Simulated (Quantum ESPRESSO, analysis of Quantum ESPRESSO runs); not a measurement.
**Monovacancy in Cu: vacancy formation against experiment (Quantum ESPRESSO)**

Aim: the vacancy formation of the monovacancy in Cu, to be set beside the measurement. Set-up: PBE, SSSP 1.3 efficiency PBE, 32-site cell, PBE lattice, k: 4x4x4. The model is a cell of 32 host atoms with 1 Cu taken out. The formation energy is the energy of the cell with the vacancy less that of the same number of atoms in the perfect cell. Other potentials or another program check that the number doesn't hang on one set of files.

What was measured. Vacancy formation energy: 1.28 eV (quoted in “Nonuniversal structure of point defects in face-centered cubic metals”, 2021, Pui-Wai Ma and S. L. Dudarev, quoting earlier work (1991)). Vacancy formation energy: 1.19 eV (quoted in “Vacancy-formation energies for fcc and bcc transition metals”, 1995, T. Korhonen, M. J. Puska, R. M. Nieminen, quoting earlier work (1992)). The calculation is set beside it at the end.

Method: Quantum ESPRESSO plane-wave DFT, PBE, SSSP 1.3 efficiency PBE potentials; relaxation of all atoms of a defect supercell, in Quantum ESPRESSO 7.5.

## 1. Starting point

The cell holds 31 atoms: 31 Cu. Its edges and angles: a = 7.254 Å, b = 7.254 Å, c = 7.254 Å, α = 90.0°, β = 90.0°, γ = 90.0°. It derives from Cu (space group Fm-3m). Nearest the centre at fractional (0.500, 0.500, 0.500): Cu29 at 2.56 Å, Cu30 at 2.56 Å, Cu31 at 2.56 Å, Cu8 at 2.56 Å, Cu18 at 2.56 Å, Cu15 at 2.56 Å, Cu16 at 2.56 Å, Cu11 at 2.56 Å.

The host's primitive cell comes from a first run (Quantum ESPRESSO plane-wave DFT, PBE, SSSP 1.3 efficiency PBE potentials; relaxation of cell and atoms of a defect-free cell): vectors of 2.565, 2.565 and 2.565 Å. That is 11.93 Å³ an atom, 1.0 % over the diffraction cell's volume. The supercell is built on it.

## 2. Relaxation, charge 0

Every later number rests on the structure around the defect, so the atoms are relaxed at the host's lattice first.

The input, pw.in:

```
&CONTROL
  calculation = 'relax'
  prefix = 'pwscf'
  outdir = './tmp'
  pseudo_dir = './pseudo'
  tprnfor = .true.
  disk_io = 'low'
  nstep = 70
  forc_conv_thr = 0.00078
  etot_conv_thr = 0.0001
/
&SYSTEM
  ibrav = 0
  nat = 31
  ntyp = 1
  ecutwfc = 55
  ecutrho = 440
  nbnd = 222
  occupations = 'smearing'
  smearing = 'mv'
  degauss = 0.00734986
/
&ELECTRONS
  conv_thr = 3d-08
  electron_maxstep = 100
  mixing_beta = 0.5
/
&IONS
  ion_dynamics = 'bfgs'
/
ATOMIC_SPECIES
Cu    63.5460 Cu.paw.z_11.ld1.psl.v1.0.0-low.upf
CELL_PARAMETERS angstrom
   7.2535322878    0.0000000000    0.0000000000
   0.0000000000    7.2535322878    0.0000000000
   0.0000000000    0.0000000000    7.2535322878
ATOMIC_POSITIONS crystal
Cu     0.0000000000    0.0000000000    0.0000000000
Cu     0.0000000000    0.2500000000    0.2500000000
Cu     0.2500000000    0.0000000000    0.2500000000
Cu     0.2500000000    0.2500000000    0.0000000000
Cu     0.0000000000    0.0000000000    0.5000000000
Cu     0.0000000000    0.2500000000    0.7500000000
Cu     0.2500000000    0.0000000000    0.7500000000
Cu     0.2500000000    0.2500000000    0.5000000000
Cu     0.0000000000    0.5000000000    0.0000000000
Cu     0.0000000000    0.7500000000    0.2500000000
Cu     0.2500000000    0.5000000000    0.2500000000
Cu     0.2500000000    0.7500000000    0.0000000000
Cu     0.0000000000    0.5000000000    0.5000000000
Cu     0.0000000000    0.7500000000    0.7500000000
Cu     0.2500000000    0.5000000000    0.7500000000
Cu     0.2500000000    0.7500000000    0.5000000000
Cu     0.5000000000    0.0000000000    0.0000000000
Cu     0.5000000000    0.2500000000    0.2500000000
Cu     0.7500000000    0.0000000000    0.2500000000
Cu     0.7500000000    0.2500000000    0.0000000000
Cu     0.5000000000    0.0000000000    0.5000000000
Cu     0.5000000000    0.2500000000    0.7500000000
Cu     0.7500000000    0.0000000000    0.7500000000
Cu     0.7500000000    0.2500000000    0.5000000000
Cu     0.5000000000    0.5000000000    0.0000000000
Cu     0.5000000000    0.7500000000    0.2500000000
Cu     0.7500000000    0.5000000000    0.2500000000
Cu     0.7500000000    0.7500000000    0.0000000000
Cu     0.5000000000    0.7500000000    0.7500000000
Cu     0.7500000000    0.5000000000    0.7500000000
Cu     0.7500000000    0.7500000000    0.5000000000
K_POINTS automatic
4 4 4 0 0 0
```

Command:

```
$ OMP_NUM_THREADS=1 mpirun -n 4 pw.x -nk 4 -in pw.in > pw.out
```

The program printed:

```text
This program is part of the open-source Quantum ESPRESSO suite
     for quantum simulation of materials; please cite
         "P. Giannozzi et al., J. Phys.:Condens. Matter 21 395502 (2009);
         "P. Giannozzi et al., J. Phys.:Condens. Matter 29 465901 (2017);
         "P. Giannozzi et al., J. Chem. Phys. 152 154105 (2020);
          URL
     in publications or presentations arising from this work. More details at

     file Cu.paw.z_11.ld1.psl.v1.0.0-low.upf: wavefunction(s)  4S 3D renormalized
     Message from routine setup:
     using ibrav=0 with symmetry is DISCOURAGED, use correct ibrav instead

     K-points division:     npool     =       4
     Subspace diagonalization in iterative solution of the eigenvalue problem:
     a serial algorithm will be used

     G-vector sticks info
     --------------------
     sticks:   dense  smooth     PW     G-vecs:    dense   smooth      PW
     Sum        6573    3297    917               401807   142009   20719

     Using Slab Decomposition

     bravais-lattice index     =            0
     lattice parameter (alat)  =      13.7072  a.u.
     unit-cell volume          =    2575.4033 (a.u.)^3
     number of atoms/cell      =           31
     number of atomic types    =            1
     number of electrons       =       341.00
     number of Kohn-Sham states=          222
     kinetic-energy cutoff     =      55.0000  Ry
     charge density cutoff     =     440.0000  Ry
     scf convergence threshold =      3.0E-08
     mixing beta               =       0.5000
     number of iterations used =            8  plain     mixing
     energy convergence thresh.=      1.0E-04
     force convergence thresh. =      7.8E-04
     Exchange-correlation= SLA  PW   PBX  PBC
                           (   1   4   3   4   0   0   0)
     nstep                     =           70

     celldm(1)=  13.707189  celldm(2)=   0.000000  celldm(3)=   0.000000
     celldm(4)=   0.000000  celldm(5)=   0.000000  celldm(6)=   0.000000

     crystal axes: (cart. coord. in units of alat)
               a(1) = (   1.000000   0.000000   0.000000 )
               a(2) = (   0.000000   1.000000   0.000000 )
               a(3) = (   0.000000   0.000000   1.000000 )

     reciprocal axes: (cart. coord. in units 2 pi/alat)
               b(1) = (  1.000000  0.000000  0.000000 )
               b(2) = (  0.000000  1.000000  0.000000 )
               b(3) = (  0.000000  0.000000  1.000000 )

     PseudoPot. # 1 for Cu read from file:
     Cu.paw.z_11.ld1.psl.v1.0.0-low.upf
     Pseudo is Projector augmented-wave + core cor, Zval = 11.0
     Generated using &quot;atomic&quot; code by A. Dal Corso  v.6.3MaX
     Shape of augmentation charge: PSQ
     Using radial grid of 1199 points,  6 beta functions with:
                l(1) =   0
                l(2) =   0
                l(3) =   1
                l(4) =   1
                l(5) =   2
                l(6) =   2
     Q(r) pseudized with 0 coefficients

     atomic species   valence    mass     pseudopotential
     Cu               11.00    63.54600     Cu( 1.00)

     48 Sym. Ops., with inversion, found

   Cartesian axes

     site n.     atom                  positions (alat units)
         1        Cu     tau(   1) = (   0.0000000   0.0000000   0.0000000  )
         2        Cu     tau(   2) = (   0.0000000   0.2500000   0.2500000  )
         3        Cu     tau(   3) = (   0.2500000   0.0000000   0.2500000  )
         4        Cu     tau(   4) = (   0.2500000   0.2500000   0.0000000  )
         5        Cu     tau(   5) = (   0.0000000   0.0000000   0.5000000  )
         6        Cu     tau(   6) = (   0.0000000   0.2500000   0.7500000  )
         7        Cu     tau(   7) = (   0.2500000   0.0000000   0.7500000  )
         8        Cu     tau(   8) = (   0.2500000   0.2500000   0.5000000  )
         9        Cu     tau(   9) = (   0.0000000   0.5000000   0.0000000  )
        10        Cu     tau(  10) = (   0.0000000   0.7500000   0.2500000  )
        11        Cu     tau(  11) = (   0.2500000   0.5000000   0.2500000  )
        12        Cu     tau(  12) = (   0.2500000   0.7500000   0.0000000  )
        13        Cu     tau(  13) = (   0.0000000   0.5000000   0.5000000  )
        14        Cu     tau(  14) = (   0.0000000   0.7500000   0.7500000  )
        15        Cu     tau(  15) = (   0.2500000   0.5000000   0.7500000  )
        16        Cu     tau(  16) = (   0.2500000   0.7500000   0.5000000  )
[...]
24        Cu     tau(  24) = (   0.7500000   0.2500000   0.5000000  )
        25        Cu     tau(  25) = (   0.5000000   0.5000000   0.0000000  )
        26        Cu     tau(  26) = (   0.5000000   0.7500000   0.2500000  )
        27        Cu     tau(  27) = (   0.7500000   0.5000000   0.2500000  )
        28        Cu     tau(  28) = (   0.7500000   0.7500000   0.0000000  )
        29        Cu     tau(  29) = (   0.5000000   0.7500000   0.7500000  )
        30        Cu     tau(  30) = (   0.7500000   0.5000000   0.7500000  )
        31        Cu     tau(  31) = (   0.7500000   0.7500000   0.5000000  )

     number of k points=    10  Marzari-Vanderbilt smearing, width (Ry)=  0.0073
                       cart. coord. in units 2pi/alat
        k(    1) = (   0.0000000   0.0000000   0.0000000), wk =   0.0312500
        k(    2) = (   0.0000000   0.0000000   0.2500000), wk =   0.1875000
        k(    3) = (   0.0000000   0.0000000  -0.5000000), wk =   0.0937500
        k(    4) = (   0.0000000   0.2500000   0.2500000), wk =   0.3750000
        k(    5) = (   0.0000000   0.2500000  -0.5000000), wk =   0.3750000
        k(    6) = (   0.0000000  -0.5000000  -0.5000000), wk =   0.0937500
        k(    7) = (   0.2500000   0.2500000   0.2500000), wk =   0.2500000
        k(    8) = (   0.2500000   0.2500000  -0.5000000), wk =   0.3750000
        k(    9) = (   0.2500000  -0.5000000  -0.5000000), wk =   0.1875000
        k(   10) = (  -0.5000000  -0.5000000  -0.5000000), wk =   0.0312500

     Dense  grid:   401807 G-vectors     FFT dimensions: (  96,  96,  96)

     Smooth grid:   142009 G-vectors     FFT dimensions: (  72,  72,  72)

     Initial potential from superposition of free atoms

     starting charge     340.9930, renormalised to     341.0000
     Starting wfcs are  279 randomized atomic wfcs
     Checking if some PAW data can be deallocated...

     Self-consistent Calculation

     iteration #  1     ecut=    55.00 Ry     beta= 0.50
     Davidson diagonalization with overlap
     ethr =  1.00E-02,  avg # of iterations =  4.0

     Threshold (ethr) on eigenvalues was too large:
[...]
internal energy E=F+TS    =   -6605.91277594 Ry

     The total energy is F=E-TS. E is the sum of the following terms:
     one-electron contribution =    -973.29101077 Ry
     hartree contribution      =     993.29799656 Ry
     xc contribution           =   -1383.12581224 Ry
     ewald contribution        =   -2457.61995073 Ry
     one-center paw contrib.   =   -2785.17399876 Ry

     convergence has been achieved in  10 iterations

     Forces acting on atoms (cartesian axes, Ry/au):

[...]
Total force =     0.004812     Total SCF correction =     0.000072
     Energy error            =      5.0E-04 Ry
     Gradient error          =      8.7E-04 Ry/Bohr

     number of scf cycles    =   5
     number of bfgs steps    =   4

     energy             old  =   -6605.9115894759 Ry
     energy             new  =   -6605.9120932118 Ry

     CASE: energy            _new < energy            _old

     new trust radius        =       0.0100660549 bohr
     new conv_thr            =       0.0000000003 Ry

ATOMIC_POSITIONS (crystal)
[...]
NEW-OLD atomic charge density approx. for the potential

     Self-consistent Calculation

[...]
Threshold (ethr) on eigenvalues was too large:
     Diagonalizing with lowered threshold

[...]
total energy              =   -6605.91216302 Ry
[...]
iteration #  3     ecut=    55.00 Ry     beta= 0.50
     Davidson diagonalization with overlap
     ethr =  1.38E-08,  avg # of iterations =  2.2

     total energy              =   -6605.91218255 Ry
     estimated scf accuracy    <       0.00003773 Ry

     iteration #  4     ecut=    55.00 Ry     beta= 0.50
     Davidson diagonalization with overlap
     ethr =  1.11E-08,  avg # of iterations =  1.2

     total energy              =   -6605.91218307 Ry
     estimated scf accuracy    <       0.00000187 Ry

     iteration #  5     ecut=    55.00 Ry     beta= 0.50
     Davidson diagonalization with overlap
     ethr =  5.48E-10,  avg # of iterations =  2.0

     total energy              =   -6605.91218113 Ry
     estimated scf accuracy    <       0.00000194 Ry

     iteration #  6     ecut=    55.00 Ry     beta= 0.50
     Davidson diagonalization with overlap
     ethr =  5.48E-10,  avg # of iterations =  1.3

     total energy              =   -6605.91218115 Ry
     estimated scf accuracy    <       0.00000008 Ry

     iteration #  7     ecut=    55.00 Ry     beta= 0.50
     Davidson diagonalization with overlap
     ethr =  2.38E-11,  avg # of iterations =  2.0

     total energy              =   -6605.91218115 Ry
     estimated scf accuracy    <       0.00000005 Ry

     iteration #  8     ecut=    55.00 Ry     beta= 0.50
     Davidson diagonalization with overlap
     ethr =  1.49E-11,  avg # of iterations =  2.0

     total energy              =   -6605.91218115 Ry
     estimated scf accuracy    <          8.0E-09 Ry

     iteration #  9     ecut=    55.00 Ry     beta= 0.50
     Davidson diagonalization with overlap
     ethr =  2.34E-12,  avg # of iterations =  2.0

     total energy              =   -6605.91218115 Ry
     estimated scf accuracy    <          2.9E-09 Ry

     iteration # 10     ecut=    55.00 Ry     beta= 0.50
     Davidson diagonalization with overlap
     ethr =  8.44E-13,  avg # of iterations =  2.0

     End of self-consistent calculation

          k = 0.0000 0.0000 0.0000 ( 17773 PWs)   bands (ev):

[...]
k = 0.0000 0.0000 0.2500 ( 17732 PWs)   bands (ev):

[...]
k = 0.0000 0.0000-0.5000 ( 17704 PWs)   bands (ev):

[...]
21.9028  22.2958  22.2958  22.7945  22.9623  23.0818

          k = 0.0000 0.2500 0.2500 ( 17755 PWs)   bands (ev):

[...]
21.9726  22.1112  22.1434  22.6611  22.6639  22.7981

          k = 0.0000 0.2500-0.5000 ( 17748 PWs)   bands (ev):

[...]
23.0855  23.0973  23.1196  23.1384  23.1999  23.2687

          k = 0.0000-0.5000-0.5000 ( 17780 PWs)   bands (ev):

[...]
22.8933  23.0232  23.5649  23.5734  23.5752  23.5884

          k = 0.2500 0.2500 0.2500 ( 17755 PWs)   bands (ev):

[...]
22.2744  22.3606  22.8483  22.8607  22.8607  23.0316

          k = 0.2500 0.2500-0.5000 ( 17712 PWs)   bands (ev):

[...]
22.1428  22.3715  22.4059  22.8218  23.0706  23.7665

          k = 0.2500-0.5000-0.5000 ( 17764 PWs)   bands (ev):

[...]
22.6072  22.6072  22.6685  23.9784  23.9915  24.0846

          k =-0.5000-0.5000-0.5000 ( 17784 PWs)   bands (ev):

[...]
10.4468  10.4470  10.4470  10.4470  10.4537  10.4537  10.4537  10.4673
    10.4673  10.4673  10.4727  12.7574  12.7574  12.7574  12.7727  12.7727
    12.9159  12.9159  12.9159  12.9192  12.9192  12.9192  12.9196  12.9196
    12.9227  12.9227  12.9227  12.9240  12.9601  12.9601  12.9601  13.5632
    13.5632  13.5632  13.5634  18.5677  18.5677  18.5677  18.5854  18.6146
    18.6146  18.6239  18.6239  18.6284  18.6284  18.6284  18.6480  18.6480
    18.6480  18.6936  18.6936  18.6936  18.7832  18.7832  18.7832  19.2256
    19.2256  19.2256  19.5873  24.3890  24.3899  24.3905  24.3907  24.3908
    24.4231  24.4231  24.4232  24.4282  24.4453  24.4575

     the Fermi energy is    11.9290 ev

!    total energy              =   -6605.91218115 Ry
     total all-electron energy =   -102609.184930 Ry
     estimated scf accuracy    <          2.5E-10 Ry
     smearing contrib. (-TS)   =       0.00067540 Ry
     internal energy E=F+TS    =   -6605.91285655 Ry

     The total energy is F=E-TS. E is the sum of the following terms:
     one-electron contribution =    -971.40301062 Ry
     hartree contribution      =     992.36007332 Ry
     xc contribution           =   -1383.12165220 Ry
     ewald contribution        =   -2458.57488750 Ry
     one-center paw contrib.   =   -2785.17337954 Ry

     convergence has been achieved in  10 iterations

     Forces acting on atoms (cartesian axes, Ry/au):

[...]
atom   24 type  1   force =     0.00006613   -0.00006613    0.00000000
     atom   25 type  1   force =     0.00000000    0.00000000    0.00000000
     atom   26 type  1   force =     0.00000000    0.00006613   -0.00006613
     atom   27 type  1   force =     0.00006613    0.00000000   -0.00006613
     atom   28 type  1   force =    -0.00018424   -0.00018424    0.00000000
     atom   29 type  1   force =     0.00000000    0.00006613    0.00006613
     atom   30 type  1   force =     0.00006613    0.00000000    0.00006613
     atom   31 type  1   force =     0.00006613    0.00006613    0.00000000

     Total force =     0.000959     Total SCF correction =     0.000046
     Energy error            =      8.8E-05 Ry
     Gradient error          =      1.8E-04 Ry/Bohr

     bfgs converged in   6 scf cycles and   5 bfgs steps
     (criteria: energy <  1.0E-04 Ry, force <  7.8E-04 Ry/Bohr)

     End of BFGS Geometry Optimization

     Final energy             =   -6605.9121811531 Ry

     File ./tmp/pwscf.bfgs deleted, as requested
Begin final coordinates

ATOMIC_POSITIONS (crystal)
[...]
Cu               0.7473748484        0.2526251516        0.5000000000
Cu               0.5000000000        0.5000000000        0.0000000000
Cu               0.5000000000        0.7473748484        0.2526251516
Cu               0.7473748484        0.5000000000        0.2526251516
Cu               0.7491871191        0.7491871191       -0.0000000000
Cu               0.5000000000        0.7473748484        0.7473748484
Cu               0.7473748484        0.5000000000        0.7473748484
Cu               0.7473748484        0.7473748484        0.5000000000
End final coordinates

=------------------------------------------------------------------------------=
   JOB DONE.
=------------------------------------------------------------------------------=
```

Run time: 63 min. Hardware: 4 MPI ranks of Arm Neoverse V2, shared host; peak memory 3.7 GiB; 4.2 h of CPU time.

The steps of the relaxation:

| step | energy less that of the first step (eV) |
| --- | --- |
| 0 | 0.0000 |
| 1 | -0.0071 |
| 2 | -0.0138 |
| 3 | -0.0217 |
| 4 | -0.0285 |
| 5 | -0.0297 |

The atoms that moved most (Å):

| atom | dx | dy | dz | length |
| --- | --- | --- | --- | --- |
| Cu8 | 0.019 | 0.019 | 0.000 | 0.027 |
| Cu11 | 0.019 | 0.000 | 0.019 | 0.027 |
| Cu18 | 0.000 | 0.019 | 0.019 | 0.027 |
| Cu16 | 0.019 | -0.019 | 0.000 | 0.027 |
| Cu26 | 0.000 | -0.019 | 0.019 | 0.027 |
| Cu24 | -0.019 | 0.019 | 0.000 | 0.027 |
| Cu22 | 0.000 | 0.019 | -0.019 | 0.027 |
| Cu15 | 0.019 | 0.000 | -0.019 | 0.027 |

The relaxed structure:

```
CELL_PARAMETERS angstrom
7.25353 0.00000 0.00000
0.00000 7.25353 0.00000
0.00000 0.00000 7.25353
ATOMIC_POSITIONS crystal
Cu 0.00000 0.00000 0.00000
Cu 0.00000 0.25081 0.25081
Cu 0.25081 0.00000 0.25081
Cu 0.25081 0.25081 0.00000
Cu 0.00000 0.00000 0.50000
Cu 0.00000 0.25081 0.74919
Cu 0.25081 0.00000 0.74919
Cu 0.25263 0.25263 0.50000
Cu 0.00000 0.50000 0.00000
Cu 0.00000 0.74919 0.25081
Cu 0.25263 0.50000 0.25263
Cu 0.25081 0.74919 0.00000
Cu 0.00000 0.50000 0.50000
Cu 0.00000 0.74919 0.74919
Cu 0.25263 0.50000 0.74737
Cu 0.25263 0.74737 0.50000
Cu 0.50000 0.00000 0.00000
Cu 0.50000 0.25263 0.25263
Cu 0.74919 0.00000 0.25081
Cu 0.74919 0.25081 0.00000
Cu 0.50000 0.00000 0.50000
Cu 0.50000 0.25263 0.74737
Cu 0.74919 0.00000 0.74919
Cu 0.74737 0.25263 0.50000
Cu 0.50000 0.50000 0.00000
Cu 0.50000 0.74737 0.25263
Cu 0.74737 0.50000 0.25263
Cu 0.74919 0.74919 0.00000
Cu 0.50000 0.74737 0.74737
Cu 0.74737 0.50000 0.74737
Cu 0.74737 0.74737 0.50000
```

The atoms nearest to the centre after the run:

| atom | distance (Å) |
| --- | --- |
| Cu8 | 2.538 |
| Cu11 | 2.538 |
| Cu18 | 2.538 |
| Cu16 | 2.538 |
| Cu31 | 2.538 |
| Cu24 | 2.538 |
| Cu22 | 2.538 |
| Cu15 | 2.538 |
| Cu26 | 2.538 |
| Cu27 | 2.538 |
| Cu30 | 2.538 |
| Cu29 | 2.538 |

From the first step to the last the energy fell by 0.030 eV, and the largest move was 0.027 Å (Cu8 and 11 other atoms alike).

(Continued in part 2 of 2.)

[Logs are printed without paths, hosts, clocks, repeated set-up lines and the standing remarks that a program may print on its own settings, such as how far it seeks lower states.]

[Hosts, paths, dates, database ids (printed as entryN), source tags and the programs' standing remarks are cut or masked in the printed files.]

[For some hosts the program warned that the k-mesh of the response run may be too coarse for force constants and the static dielectric constant; such warnings are not shown here.]
